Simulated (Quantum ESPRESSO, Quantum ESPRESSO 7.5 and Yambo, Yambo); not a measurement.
# PbSe (Clausthalite): G0W0 on several meshes in Yambo

Wanted: mesh dependence and cost of G0W0 for PbSe (Clausthalite).

Method: PBE and many-body steps on it, plane waves, in Quantum ESPRESSO 7.5 and Yambo 5.3.0.

Most raw output is cut from this account.

### Step 1. Set-up

It takes space group Fm-3m (No. 225, cubic). Conventional cell: a = 6.121 Å, b = 6.121 Å, c = 6.121 Å, α = 90.00°, β = 90.00°, γ = 90.00°. Nearest to Pb lie 6 Se at 3.06 Å. Se has 6 Pb at 3.06 Å nearest. Farther neighbours and most contacts between anions are not listed.

The cell and positions come from the Crystallography Open Database and are kept as given unless a step says otherwise. Spin-orbit coupling is left out unless a step names it.

### Step 2. Empty states on the mesh, 4×4×4 mesh, 391 bands

This step: Quantum ESPRESSO 7.5; DFT, PBE, plane waves, norm-conserving pseudopotentials.

The sums over transitions need many empty states on a uniform mesh; this step solves for them.

Input file pw.in:

```
&control
  calculation = 'nscf'
  prefix = 'x'
  outdir = 'o'
  pseudo_dir = 'pseudo'
/
&system
  ibrav = 0
  nat = 2
  ntyp = 2
  ecutwfc = 104.0
  nbnd = 391
  force_symmorphic = .true.
/
&electrons
  conv_thr = 1e-9
  electron_maxstep = 80
  diago_full_acc = .true.
  diago_thr_init = 5e-6
/
ATOMIC_SPECIES
  Pb 207.2 Pb.upf
  Se 78.971 Se.upf
CELL_PARAMETERS angstrom
  -0.0000000000 3.0606500000 3.0606500000
  3.0606500000 -0.0000000000 3.0606500000
  3.0606500000 3.0606500000 -0.0000000000
ATOMIC_POSITIONS crystal
  Pb 0.0000000000 0.0000000000 0.0000000000
  Se 0.5000000000 0.5000000000 0.5000000000
K_POINTS automatic
  4 4 4 0 0 0
```

The run is started by

```bash
> OMP_NUM_THREADS=1 mpirun -n 8 pw.x -nk 4 -in pw.in > pw.out
```

Wall time 56 s (8 MPI ranks of Arm Neoverse V2, shared host); peak memory 1.4 GiB; 7.5 min of CPU time.

Numbers from this step:

```yaml
gap: 0.2975 eV
k_of_the_valence_top: 0, 0, -0.5
k_of_the_conduction_bottom: 0, 0, -0.5
least_direct_gap: 0.2975 eV
k_points_computed: 8
lowest_point_of_the_top_converged_band_above_the_valence_top: 188.0831 eV
```

On this mesh the gap is 0.298 eV.

The density comes from a self-consistent run that is not shown.

### Step 3. Conversion and set-up

This step: Yambo 5.3.0; conversion and set-up on PBE, plane waves, norm-conserving pseudopotentials.

The states are converted to the many-body program's format and the q mesh is built.

The run is started by

```bash
> (cd o/x.save; p2y > p2y.log; mv SAVE ../..); yambo > setup.log
```

Run time: 3.3 s. Hardware: 1 MPI rank; peak memory 0.26 GiB.

### Step 4. 4×4×4

Now the one-shot GW correction: screening in the RPA, then the self-energy of the levels asked for.

This step: G0W0 on PBE, plane waves, norm-conserving pseudopotentials.

Input file gw2.in:

```
HF_and_locXC
gw0
dyson
ppa
em1d
rim_cut
RandQpts= 1000000
RandGvec= 1 RL
EXXRLvcs= 104 Ry
VXCRLvcs= 416 Ry
Chimod= "HARTREE"
% BndsRnXp
 1 | 173 |
%
NGsBlkXp= 15.5 Ry
% LongDrXp
 1 | 1 | 1 |
%
% GbndRnge
 1 | 173 |
%
DysSolver= "n"
ExtendOut
PPAPntXp= 27.21138 eV
% QPkrange
 3 | 3 | 22 | 25 |
 1 | 1 | 22 | 25 |
%
```

The run is started by

```bash
> OMP_NUM_THREADS=1 mpirun -n 8 yambo -F gw2.in -J gw2 -C gw2 > gw2.log
```

It took 4.9 min on 8 MPI ranks; peak memory 4.9 GiB; 39 min of CPU time.

Numbers from this step:

```yaml
g0w0_gap_on_the_points_computed: 0.3804 eV
starting_gap_on_the_mesh: 0.2975 eV
k_of_the_valence_top: 0, 0, -0.5
k_of_the_conduction_bottom: 0, 0, -0.5
least_direct_g0w0_gap_on_the_computed_points: 0.3804 eV
z_at_the_valence_top: 0.7942
z_at_the_conduction_bottom: 0.8088
```

The gap on the mesh goes from 0.30 eV to 0.38 eV, a correction of +0.08 eV.

### Step 5. Empty states on the mesh, 2×2×2 mesh, 173 bands

This step: Quantum ESPRESSO 7.5; DFT, PBE, plane waves, norm-conserving pseudopotentials.

Changes to pw.in since step 2:

```diff
@@ -11,3 +11,3 @@
   ecutwfc = 104.0
-  nbnd = 391
+  nbnd = 173
   force_symmorphic = .true.
@@ -31,2 +31,2 @@
 K_POINTS automatic
-  4 4 4 0 0 0
+  2 2 2 0 0 0
```

The run is started by

```bash
> OMP_NUM_THREADS=1 mpirun -n 8 pw.x -nk 4 -in pw.in > pw.out
```

Run time: 7.6 s. Hardware: 8 MPI ranks; peak memory 0.69 GiB.

This step gave:

| Item | Value |
| --- | --- |
| gap | 0.2975 eV |
| k of the valence top | 0, 0, -0.5 |
| k of the conduction bottom | 0, 0, -0.5 |
| least direct gap | 0.2975 eV |
| k points computed | 3 |
| lowest point of the top converged band, above the valence top | 99.3556 eV |

On this mesh the gap is 0.298 eV.

### Step 6. Conversion and set-up

This step: Yambo 5.3.0; conversion and set-up on PBE, plane waves, norm-conserving pseudopotentials.

The run is started by

```bash
> (cd o/x.save; p2y > p2y.log; mv SAVE ../..); yambo > setup.log
```

The job ended after 2.9 s (1 MPI rank; peak memory 0.26 GiB).

### Step 7. 2×2×2

This step: G0W0 on PBE, plane waves, norm-conserving pseudopotentials.

gw11.in, as its differences from gw2.in of step 4:

```diff
@@ -25,3 +25,3 @@
 % QPkrange
- 3 | 3 | 22 | 25 |
+ 2 | 2 | 22 | 25 |
  1 | 1 | 22 | 25 |
```

The run is started by

```bash
> OMP_NUM_THREADS=1 mpirun -n 8 yambo -F gw11.in -J gw11 -C gw11 > gw11.log
```

It took 24 s on 8 MPI ranks; peak memory 3.2 GiB; 3.1 min of CPU time.

Numbers from this step:

| Quantity | Value |
| --- | --- |
| G0W0 gap on the points computed | 0.5650 eV |
| starting gap on the mesh | 0.2975 eV |
| k of the valence top | 0, 0, -0.5 |
| k of the conduction bottom | 0, 0, -0.5 |
| least direct G0W0 gap on the computed points | 0.5650 eV |
| Z at the valence top | 0.8144 |
| Z at the conduction bottom | 0.8285 |

Against G0W0 in Yambo (4×4×4 mesh, 173 bands, screening to 210.9 eV, Godby-Needs plasmon pole), the gap moves by +0.185 eV.

### Step 8. The runs together

Times are wall times on 8 MPI ranks of Arm Neoverse V2, shared host, good to a factor of about two.

```
  run   mesh  bands  screening cutoff (eV)  DFT gap (eV)  gap on the mesh (eV)  direct (eV)     time
4×4×4  4×4×4    173                  210.9         0.298                 0.380        0.380  4.9 min
2×2×2  2×2×2    173                  210.9         0.298                 0.565        0.565     24 s
```

### Step 9. What came out

```yaml
4x4x4: 0.380 eV
2x2x2: 0.565 eV
known_limits: not at the basis limit; model gap, bands may invert with spin-orbit coupling; no spin-orbit coupling; coarse k mesh
```

In words: 2×2×2: +0.185 eV against 4×4×4. Bands and cutoff are finite, so the gap is not at the basis limit. The miss can reach some tenths of an eV and take either sign; the mesh is an error of its own. In the G0W0 runs levels were corrected at 2 k points alone, so a gap called «on the mesh» is the least over those, and an edge elsewhere would be missed. The 4×4×4 mesh is coarse for this cell, which bears on the long-range parts of exchange and screening. Mesh or cutoff lie under what a gap needs, so these runs test behaviour and cost; their gaps are not to be quoted. Where an edge is built on 6p states of lead, bismuth or thallium, scalar-relativistic gaps usually stand too wide, by a few tenths to over one eV. With atoms this heavy and so narrow a gap, spin-orbit coupling can invert the bands. These scalar-relativistic gaps are then model values, not to be set against experiment, and a spin-orbit change taken from DFT can't simply be added.

[Paths, hosts, dates, memory and timing lines, banners, echoed tables and standing remarks are left out of the program output.]

[Logs are printed without paths, hosts, clocks, repeated set-up lines and the standing remarks that a program may print on its own settings, such as how far it seeks lower states.]

[Runs of the session that timed out or met a known fault of the program may be left out.]

[Hosts, paths, dates, database ids (printed as entryN), source tags and the programs' standing remarks are cut or masked in the printed files.]
